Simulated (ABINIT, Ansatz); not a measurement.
# A GW chain in ABINIT: MgZrF6 (Fm-3m), part 2 of 3

How does a plane-wave GW calculation on MgZrF6 (Fm-3m) run from the first input to the gap?

ABINIT 10.8.3; LDA and many-body steps on it, plane waves. Known limits of the many-body steps: not at the basis limit; no spin-orbit coupling; coarse k mesh.

So far. Step 2 (Ground state): The gap is direct, at Γ.

## Step 3: Bands along the symmetry lines

Level of this step: DFT, LDA, plane waves, norm-conserving pseudopotentials (ABINIT).

The cheap functional maps the bands first; the places of the edges decide which points the dearer methods must see.

run.abi reads:

```
acell 3*1.0 Angstrom
rprim 
  0.000000000000 3.988016550000 3.988016550000
  3.988016550000 0.000000000000 3.988016550000
  3.988016550000 3.988016550000 -0.000000000000
ntypat 3
znucl 12 40 9
natom 8
typat 1 2 3 3 3 3 3 3
xred 
  0.500000000000 0.500000000000 0.500000000000
  0.000000000000 0.000000000000 0.000000000000
  0.747623080000 0.252376920000 0.252376920000
  0.252376920000 0.747623080000 0.747623080000
  0.252376920000 0.747623080000 0.252376920000
  0.747623080000 0.252376920000 0.747623080000
  0.252376920000 0.252376920000 0.747623080000
  0.747623080000 0.747623080000 0.252376920000
pp_dirpath "pseudos"
pseudos "Mg.upf, Zr.upf, F.upf"
ecut 38
iscf -2
irdden 1
kptopt 0
nkpt 26
kpt 
  0.00000000 0.00000000 0.00000000
  0.12500000 0.00000000 0.12500000
  0.25000000 0.00000000 0.25000000
  0.37500000 0.00000000 0.37500000
  0.50000000 0.00000000 0.50000000
  0.53125000 0.06250000 0.53125000
  0.56250000 0.12500000 0.56250000
  0.59375000 0.18750000 0.59375000
  0.62500000 0.25000000 0.62500000
  0.37500000 0.37500000 0.75000000
  0.28125000 0.28125000 0.56250000
  0.18750000 0.18750000 0.37500000
  0.09375000 0.09375000 0.18750000
  0.00000000 0.00000000 0.00000000
  0.12500000 0.12500000 0.12500000
  0.25000000 0.25000000 0.25000000
  0.37500000 0.37500000 0.37500000
  0.50000000 0.50000000 0.50000000
  0.50000000 0.43750000 0.56250000
  0.50000000 0.37500000 0.62500000
  0.50000000 0.31250000 0.68750000
  0.50000000 0.25000000 0.75000000
  0.50000000 0.18750000 0.68750000
  0.50000000 0.12500000 0.62500000
  0.50000000 0.06250000 0.56250000
  0.50000000 0.00000000 0.50000000
istwfk *1
nband 39
nbdbuf 2
tolwfr 1e-08
nstep 40
prtwf 0
prtvol 0
indata_prefix "in"
outdata_prefix "out"
tmpdata_prefix "tmp"
```

Started as:

```bash
OMP_NUM_THREADS=1 mpirun -n 4 abinit run.abi > log
```

Numbers of over 12 decimals in the logs are rounded to 6 here.

The program printed:

```text
.Version 10.8.3 of ABINIT. v10.8.2 released Aug 2026.

 Symmetries : space group Fm -3 m (#225); Bravais cF (face-center cubic)
[... echo of the input left out ...]
== DATASET  1 ==================================================================
-   mpi_nproc: 4, omp_nthreads: 1 (-1 if OMP is not activated)

--- !DatasetInfo
iteration_state: {dtset: 1, }
dimensions: {natom: 8, nkpt: 26, mband: 39, nsppol: 1, nspinor: 1, nspden: 1, mpw: 9620, }
cutoff_energies: {ecut:  38.0, pawecutdg:  -1.0, }
electrons: {nelect:   6.40000000E+01, charge:   0.00000000E+00, occopt:   1.00000000E+00, tsmear:   1.00000000E-02, }

 Real(R)+Recip(G) space primitive vectors, cartesian coordinates (Bohr,Bohr^-1):
 R(1)=  0.0000000  7.5362591  7.5362591  G(1)= -0.0663459  0.0663459  0.0663459
 R(2)=  7.5362591  0.0000000  7.5362591  G(2)=  0.0663459 -0.0663459  0.0663459
 R(3)=  7.5362591  7.5362591  0.0000000  G(3)=  0.0663459  0.0663459 -0.0663459
 Unit cell volume ucvol=  8.5604669E+02 bohr^3
 Angles (23,13,12)=  6.00000000E+01  6.00000000E+01  6.00000000E+01 degrees

 getcut: wavevector=  0.0000  0.0000  0.0000  ngfft=  60  60  60
         ecut(hartree)=     38.000   => boxcut(ratio)=   2.02873

--- Pseudopotential description ------------------------------------------------
- Mg Generated using ONCVPSP code by D. R. Hamann
- 12.00000  10.00000  180309                  znucl, zion, pspdat
12 -1012 1 -1 1510                            pspcod,pspxc,lmax,lloc,mmax
     nproj     2     2     0
  pspatm : epsatm=    9.23542517
         --- l  ekb(1:nproj) -->
             0    2.239033   -0.828749
             1   -6.545315   -2.523783
 pspatm: atomic psp has been read  and splines computed

- Zr Generated using ONCVPSP code by D. R. Hamann
- 40.00000  12.00000  180309                  znucl, zion, pspdat
12 -1012 2 -1 1584                            pspcod,pspxc,lmax,lloc,mmax
     nproj     2     2     2
  pspatm : epsatm=   18.87515418
         --- l  ekb(1:nproj) -->
             0   10.575223    0.893982
[...]
pspatm: atomic psp has been read  and splines computed

- F Generated using ONCVPSP code by D. R. Hamann
-  9.00000   7.00000  201202                  znucl, zion, pspdat
12 -1012 2 -1 824                             pspcod,pspxc,lmax,lloc,mmax
     nproj     2     2     1
  pspatm : epsatm=    4.94580260
         --- l  ekb(1:nproj) -->
[...]
2   -2.364936
 pspatm: atomic psp has been read  and splines computed

--------------------------------------------------------------------------------

================================================================================
 prteigrs : about to open file out_EIG
 Non-SCF case, kpt    1 (  0.00000  0.00000  0.00000), residuals and eigenvalues=
  6.83E-09  4.98E-09  2.47E-09  5.13E-09  7.65E-09  1.62E-09  4.61E-09  6.15E-09
[...]
--- !ResultsGS
iteration_state: {dtset: 1, }
comment   : Summary of ground state results
lattice_vectors:
- [  0.0000000,   7.5362591,   7.5362591, ]
- [  7.5362591,   0.0000000,   7.5362591, ]
- [  7.5362591,   7.5362591,  -0.0000000, ]
lattice_lengths: [  10.65788,   10.65788,   10.65788, ]
lattice_angles: [ 60.000,  60.000,  60.000, ] # degrees, (23, 13, 12)
lattice_volume:   8.5604669E+02
convergence: {deltae:  0.000E+00, res2:  0.000E+00, residm:  9.950E-09, diffor:  0.000E+00, }
etotal    :  -2.57994544E+02
entropy   :   0.00000000E+00
fermie    :  -8.82849994E-02
cartesian_stress_tensor: null
pressure_GPa: null
xred      :
- [  5.0000E-01,   5.0000E-01,   5.0000E-01, Mg]
- [  0.0000E+00,   0.0000E+00,   0.0000E+00, Zr]
- [  7.4762E-01,   2.5238E-01,   2.5238E-01,  F]
- [  2.5238E-01,   7.4762E-01,   7.4762E-01,  F]
- [  2.5238E-01,   7.4762E-01,   2.5238E-01,  F]
- [  7.4762E-01,   2.5238E-01,   7.4762E-01,  F]
- [  2.5238E-01,   2.5238E-01,   7.4762E-01,  F]
- [  7.4762E-01,   7.4762E-01,   2.5238E-01,  F]
cartesian_forces: null
force_length_stats: {min: null, max: null, mean: null, }

 Integrated electronic density in atomic spheres:
 ------------------------------------------------
 Atom  Sphere_radius  Integrated_density
[...]
================================================================================

 ----iterations are completed or convergence reached----

 Mean square residual over all n,k,spin=   52.177E-10; max=  99.496E-10
 reduced coordinates (array xred) for    8 atoms
[...]
0.252376920000      0.252376920000      0.747623080000
       0.747623080000      0.747623080000      0.252376920000

 cartesian coordinates (angstrom) at end:
    1      3.988017     3.988017     3.988017
    2      0.000000     0.000000     0.000000
    3      2.012967     3.988017     3.988017
[...]
7      3.988017     3.988017     2.012967
    8      3.988017     3.988017     5.963066
 length scales=  1.889726125908  1.889726125908  1.889726125908 bohr
              =  1.000000000000  1.000000000000  1.000000000000 angstroms
 prteigrs : about to open file out_EIG
 Eigenvalues (hartree) for nkpt=  26  k points:
 kpt#   1, nband= 39, wtk=  1.00000, kpt=  0.0000  0.0000  0.0000 (reduced coord)
[...]
kpt#   2, nband= 39, wtk=  1.00000, kpt=  0.1250  0.0000  0.1250 (reduced coord)
[...]
kpt#   3, nband= 39, wtk=  1.00000, kpt=  0.2500  0.0000  0.2500 (reduced coord)
[...]
kpt#  25, nband= 39, wtk=  1.00000, kpt=  0.5000  0.0625  0.5625 (reduced coord)
[...]
0.16353    0.17134    0.17165    0.25332    0.28700    0.31291    0.33824
 kpt#  26, nband= 39, wtk=  1.00000, kpt=  0.5000  0.0000  0.5000 (reduced coord)
[...]
-0.17735   -0.17616   -0.15643   -0.15643   -0.15465   -0.14248   -0.14248   -0.12833
  -0.12320   -0.12320   -0.12045   -0.12045   -0.11562   -0.10983   -0.10983   -0.08847
   0.16319    0.17165    0.17165    0.25166    0.28585    0.31330    0.33583

== END DATASET(S) ==============================================================
================================================================================

 -outvars: echo values of variables after computation  --------
            nband          39
             nkpt          26
          spgroup         225
 [... the other variables as echoed above ...]

 Calculation completed.
```

It took 68 s on 4 MPI ranks of Arm Neoverse V1, shared host; peak memory 0.49 GiB; 4.5 min of CPU time.

This step gave:

| Quantity | Value |
| --- | --- |
| gap | 6.824 eV |
| k of the valence top | 0, 0, 0 |
| k of the conduction bottom | 0, 0, 0 |
| least direct gap | 6.824 eV |

The gap is 6.824 eV, as in the run before at this level.

The electronic bands at the labelled points (eV, zero at the top of the highest filled band):

```
    point  band 29  band 30  band 31  band 32  band 33  band 34  band 35  band 36
        Γ    -0.61     0.00     0.00     0.00     6.82     6.82     6.82     7.48
  halfway    -0.61    -0.26    -0.26     0.00     6.83     6.95     6.95     8.30
        X    -0.74    -0.59    -0.59     0.00     6.84     7.07     7.07     9.25
  halfway    -0.67    -0.64    -0.58    -0.04     6.86     7.06     7.07     9.34
        U    -0.63    -0.56    -0.48    -0.12     6.90     7.03     7.05     9.57
jump to K    -0.63    -0.56    -0.48    -0.12     6.90     7.03     7.05     9.57
  halfway    -0.48    -0.26    -0.18    -0.12     6.88     6.93     6.93     8.43
        Γ    -0.61     0.00     0.00     0.00     6.82     6.82     6.82     7.48
  halfway    -0.53    -0.14    -0.14    -0.09     6.86     6.90     6.90     8.14
        L    -0.44    -0.44    -0.34    -0.29     6.88     6.98     6.98     9.67
  halfway    -0.58    -0.54    -0.28    -0.27     6.93     6.97     7.02     9.76
        W    -0.79    -0.79    -0.25    -0.25     6.96     6.96     7.07     9.64
  halfway    -0.68    -0.65    -0.53    -0.07     6.88     7.04     7.07     9.42
        X    -0.74    -0.59    -0.59     0.00     6.84     7.07     7.07     9.25
```

## Step 4: Empty states on the mesh, 2×2×2 mesh, 260 bands

The sums over transitions need many empty states on a uniform mesh; this step solves for them.

run.abi reads:

```
acell 3*1.0 Angstrom
rprim 
  0.000000000000 3.988016550000 3.988016550000
  3.988016550000 0.000000000000 3.988016550000
  3.988016550000 3.988016550000 -0.000000000000
ntypat 3
znucl 12 40 9
natom 8
typat 1 2 3 3 3 3 3 3
xred 
  0.500000000000 0.500000000000 0.500000000000
  0.000000000000 0.000000000000 0.000000000000
  0.747623080000 0.252376920000 0.252376920000
  0.252376920000 0.747623080000 0.747623080000
  0.252376920000 0.747623080000 0.252376920000
  0.747623080000 0.252376920000 0.747623080000
  0.252376920000 0.252376920000 0.747623080000
  0.747623080000 0.747623080000 0.252376920000
pp_dirpath "pseudos"
pseudos "Mg.upf, Zr.upf, F.upf"
ecut 38
ngkpt 2 2 2
nshiftk 1
shiftk 0 0 0
kptopt 1
chksymbreak 0
iscf -2
irdden 1
istwfk *1
nband 260
nbdbuf 22
tolwfr 1e-09
nstep 60
prtvol 0
indata_prefix "in"
outdata_prefix "out"
tmpdata_prefix "tmp"
```

The program printed:

```text
.Version 10.8.3 of ABINIT. v10.8.2 released Aug 2026.

 Symmetries : space group Fm -3 m (#225); Bravais cF (face-center cubic)
[... echo of the input left out ...]
== DATASET  1 ==================================================================
-   mpi_nproc: 4, omp_nthreads: 1 (-1 if OMP is not activated)
-    --> not optimal distribution: autoparal keyword recommended in input file <--

--- !DatasetInfo
iteration_state: {dtset: 1, }
dimensions: {natom: 8, nkpt: 3, mband: 260, nsppol: 1, nspinor: 1, nspden: 1, mpw: 9608, }
cutoff_energies: {ecut:  38.0, pawecutdg:  -1.0, }
electrons: {nelect:   6.40000000E+01, charge:   0.00000000E+00, occopt:   1.00000000E+00, tsmear:   1.00000000E-02, }

 Real(R)+Recip(G) space primitive vectors, cartesian coordinates (Bohr,Bohr^-1):
 R(1)=  0.0000000  7.5362591  7.5362591  G(1)= -0.0663459  0.0663459  0.0663459
 R(2)=  7.5362591  0.0000000  7.5362591  G(2)=  0.0663459 -0.0663459  0.0663459
 R(3)=  7.5362591  7.5362591  0.0000000  G(3)=  0.0663459  0.0663459 -0.0663459
 Unit cell volume ucvol=  8.5604669E+02 bohr^3
 Angles (23,13,12)=  6.00000000E+01  6.00000000E+01  6.00000000E+01 degrees

 getcut: wavevector=  0.0000  0.0000  0.0000  ngfft=  60  60  60
         ecut(hartree)=     38.000   => boxcut(ratio)=   2.02873

--- Pseudopotential description ------------------------------------------------
- Mg Generated using ONCVPSP code by D. R. Hamann
- 12.00000  10.00000  180309                  znucl, zion, pspdat
12 -1012 1 -1 1510                            pspcod,pspxc,lmax,lloc,mmax
     nproj     2     2     0
  pspatm : epsatm=    9.23542517
         --- l  ekb(1:nproj) -->
             0    2.239033   -0.828749
             1   -6.545315   -2.523783
 pspatm: atomic psp has been read  and splines computed

- Zr Generated using ONCVPSP code by D. R. Hamann
- 40.00000  12.00000  180309                  znucl, zion, pspdat
12 -1012 2 -1 1584                            pspcod,pspxc,lmax,lloc,mmax
     nproj     2     2     2
  pspatm : epsatm=   18.87515418
         --- l  ekb(1:nproj) -->
             0   10.575223    0.893982
[...]
pspatm: atomic psp has been read  and splines computed

- F Generated using ONCVPSP code by D. R. Hamann
-  9.00000   7.00000  201202                  znucl, zion, pspdat
12 -1012 2 -1 824                             pspcod,pspxc,lmax,lloc,mmax
     nproj     2     2     1
  pspatm : epsatm=    4.94580260
         --- l  ekb(1:nproj) -->
[...]
2   -2.364936
 pspatm: atomic psp has been read  and splines computed

--------------------------------------------------------------------------------

================================================================================
 prteigrs : about to open file out_EIG
 Non-SCF case, kpt    1 (  0.00000  0.00000  0.00000), residuals and eigenvalues=
[...]
7.55E-10  6.91E-11  3.55E-10  9.36E-10  6.16E-11  1.75E-10  7.55E-10  6.17E-11
[...]
1.00E-04  2.92E-04  5.19E-05  1.56E-04
 -2.6471E+00 -1.7759E+00 -1.4505E+00 -1.4505E+00 -1.4505E+00 -9.9025E-01
 -9.9025E-01 -9.9025E-01 -8.1330E-01 -8.0030E-01 -8.0030E-01 -7.7156E-01
 -7.7156E-01 -7.7156E-01 -2.2271E-01 -1.9334E-01 -1.9334E-01 -1.7524E-01
[...]
2.9531E+00  2.9531E+00  2.9621E+00  2.9621E+00  2.9646E+00  2.9646E+00
  2.9646E+00  2.9665E+00  2.9665E+00  2.9666E+00  2.9923E+00  2.9952E+00
  3.0018E+00  3.0037E+00
 prteigrs : prtvol=0 or 1, do not print more k-points.

--- !ResultsGS
iteration_state: {dtset: 1, }
comment   : Summary of ground state results
lattice_vectors:
- [  0.0000000,   7.5362591,   7.5362591, ]
- [  7.5362591,   0.0000000,   7.5362591, ]
- [  7.5362591,   7.5362591,  -0.0000000, ]
lattice_lengths: [  10.65788,   10.65788,   10.65788, ]
lattice_angles: [ 60.000,  60.000,  60.000, ] # degrees, (23, 13, 12)
lattice_volume:   8.5604669E+02
convergence: {deltae:  0.000E+00, res2:  0.000E+00, residm:  9.968E-10, diffor:  0.000E+00, }
etotal    :  -2.57994544E+02
entropy   :   0.00000000E+00
fermie    :  -8.82849994E-02
cartesian_stress_tensor: null
pressure_GPa: null
xred      :
- [  5.0000E-01,   5.0000E-01,   5.0000E-01, Mg]
- [  0.0000E+00,   0.0000E+00,   0.0000E+00, Zr]
- [  7.4762E-01,   2.5238E-01,   2.5238E-01,  F]
- [  2.5238E-01,   7.4762E-01,   7.4762E-01,  F]
- [  2.5238E-01,   7.4762E-01,   2.5238E-01,  F]
- [  7.4762E-01,   2.5238E-01,   7.4762E-01,  F]
- [  2.5238E-01,   2.5238E-01,   7.4762E-01,  F]
- [  7.4762E-01,   7.4762E-01,   2.5238E-01,  F]
cartesian_forces: null
force_length_stats: {min: null, max: null, mean: null, }

 Integrated electronic density in atomic spheres:
 ------------------------------------------------
 Atom  Sphere_radius  Integrated_density
[...]
================================================================================

 ----iterations are completed or convergence reached----

 Mean square residual over all n,k,spin=   40.212E-11; max=  99.675E-11
 reduced coordinates (array xred) for    8 atoms
[...]
0.252376920000      0.252376920000      0.747623080000
       0.747623080000      0.747623080000      0.252376920000

 cartesian coordinates (angstrom) at end:
    1      3.988017     3.988017     3.988017
    2      0.000000     0.000000     0.000000
[...]
8      3.988017     3.988017     5.963066
 length scales=  1.889726125908  1.889726125908  1.889726125908 bohr
              =  1.000000000000  1.000000000000  1.000000000000 angstroms
 prteigrs : about to open file out_EIG
 Eigenvalues (hartree) for nkpt=   3  k points:
 kpt#   1, nband=260, wtk=  0.12500, kpt=  0.0000  0.0000  0.0000 (reduced coord)
[...]
2.87466    2.92131    2.92131    2.92131    2.92722    2.95309    2.95309    2.95314
   2.96211    2.96215    2.96456    2.96458    2.96463    2.96646    2.96647    2.96664
   2.99227    2.99524    3.00177    3.00371
 prteigrs : prtvol=0 or 1, do not print more k-points.

== END DATASET(S) ==============================================================
================================================================================

 -outvars: echo values of variables after computation  --------
            nband         260
             nkpt           3
          spgroup         225
 [... the other variables as echoed above ...]

 Calculation completed.
```

Run time: 2.3 min. Hardware: 4 MPI ranks; peak memory 0.48 GiB; 9.1 min of CPU time.

Numbers from this step:

| Quantity | Value |
| --- | --- |
| gap | 6.824 eV |
| k of the valence top | 0, 0, 0 |
| k of the conduction bottom | 0, 0, 0 |
| least direct gap | 6.824 eV |
| k points computed | 3 |
| lowest point of the top converged band, above the valence top | 79.3111 eV |

On this mesh the gap is 6.824 eV.

## Step 5: Screening, 2×2×2 mesh, 238 bands, screening to 176.9 eV

The RPA dielectric matrix is built and inverted for each q.

This step: RPA screening on LDA, plane waves, norm-conserving pseudopotentials.

Edit run.abi of step 4 so:

```diff
@@ -26,10 +26,11 @@
 chksymbreak 0
-iscf -2
-irdden 1
 istwfk *1
-nband 260
-nbdbuf 22
-tolwfr 1e-09
-nstep 60
-prtvol 0
+occopt 1
+irdwfk 1
+optdriver 3
+nband 238
+ecuteps 6.5
+inclvkb 2
+awtr 1
+symchi 1
 indata_prefix "in"
```

The program printed:

```text
.Version 10.8.3 of ABINIT. v10.8.2 released Aug 2026.

 Symmetries : space group Fm -3 m (#225); Bravais cF (face-center cubic)
[... echo of the input left out ...]
== DATASET  1 ==================================================================
-   mpi_nproc: 4, omp_nthreads: 1 (-1 if OMP is not activated)

--- !DatasetInfo
iteration_state: {dtset: 1, }
dimensions: {natom: 8, nkpt: 3, mband: 238, nsppol: 1, nspinor: 1, nspden: 1, mpw: 9608, }
cutoff_energies: {ecut:  38.0, pawecutdg:  -1.0, }
electrons: {nelect:   6.40000000E+01, charge:   0.00000000E+00, occopt:   1.00000000E+00, tsmear:   1.00000000E-02, }

 SCREENING: Calculation of the susceptibility and dielectric matrices

 Based on a program developped by R.W. Godby, V. Olevano, G. Onida, and L. Reining.
 Incorporated in ABINIT by V. Olevano, G.-M. Rignanese, and M. Torrent.
.Using double precision arithmetic ; gwpc =  8

[... cell and pseudopotentials left out ...]
--------------------------------------------------------------------------------

 ==== K-mesh for the wavefunctions ====
 Number of points in the irreducible wedge :     3
[... list of points left out ...]
 Together with 48 symmetry operations and time-reversal symmetry
 yields     8 points in the full Brillouin Zone.

 ==== Q-mesh for the screening function ====
 Number of points in the irreducible wedge :     3
[... list of points left out ...]
 Together with 48 symmetry operations and time-reversal symmetry
 yields     8 points in the full Brillouin Zone.

 setmesh: FFT mesh size selected  =    45x   45x   45
          total number of points  =        91125

 vcoul_init : cutoff-mode = AUXILIARY_FUNCTION
 q-points for optical limit:   1
     1)      0.000010    0.000020    0.000030

- screening: taking advantage of time-reversal symmetry
- Maximum band index for partially occupied states nbvw = 32
- Remaining bands to be divided among processors   nbcw = 206
- Number of bands treated by each node ~51

 Number of electrons calculated from density =   64.0000; Expected =   64.0000
 average of density, n =  0.074762
 r_s =    1.4726
 omega_plasma =   26.3753 [eV]

 calculating chi0 at frequencies [eV] :
  1    0.000000E+00    0.000000E+00
  2    0.000000E+00    2.637527E+01

--------------------------------------------------------------------------------
  q-point number  1        q = ( 0.000000, 0.000000, 0.000000) [r.l.u.]
--------------------------------------------------------------------------------
[... chi0 elements left out ...]
 For q-point:  0.000010 0.000020 0.000030
  dielectric constant =   2.0081
  dielectric constant without local fields =   2.2324

  Average fulfillment of the sum rule on Im[epsilon] for q-point    1 :     58.65  [%]
[... wings left out ...]
  q-point number  2        q = ( 0.500000, 0.000000, 0.000000) [r.l.u.]
--------------------------------------------------------------------------------
[... chi0 elements left out ...]
  Average fulfillment of the sum rule on Im[epsilon] for q-point    2 :     63.09  [%]

 [... 1 further q-points ...]
```

Elapsed: 83 s, on 4 MPI ranks; peak memory 2.3 GiB.

This step gave:

```yaml
eps_infinity_with_local_fields_on_this_mesh_along_the_program_s_q_direction: 2.008
the_same_without_local_fields: 2.232
plasma_frequency: 26.38 eV
plane_waves_in_the_screening_matrix: 645
```

Local fields lower ε∞ by 10 %. On a Γ-centred mesh this coarse the value itself is usually too large, while a short band sum pulls it down.

(Continued in part 3 of 3.)

[Paths, hosts, dates, memory and timing lines, banners, echoed tables and standing remarks are left out of the program output.]

[Logs are printed without paths, hosts, clocks, repeated set-up lines and the standing remarks that a program may print on its own settings, such as how far it seeks lower states.]

[Runs of the session that timed out or met a known fault of the program may be left out.]

[Hosts, paths, dates, database ids (printed as entryN), source tags and the programs' standing remarks are cut or masked in the printed files.]

[G0W0 gaps are taken among the corrected bands and points alone; a level outside them can change the order at an edge.]

[Where Ansatz stands beside ABINIT at settings called matched, ABINIT's density can come from a denser mesh and the files from another edition; pairs whose starting gaps differed by over 0.03 eV were left out, so agreement reads better than it is.]
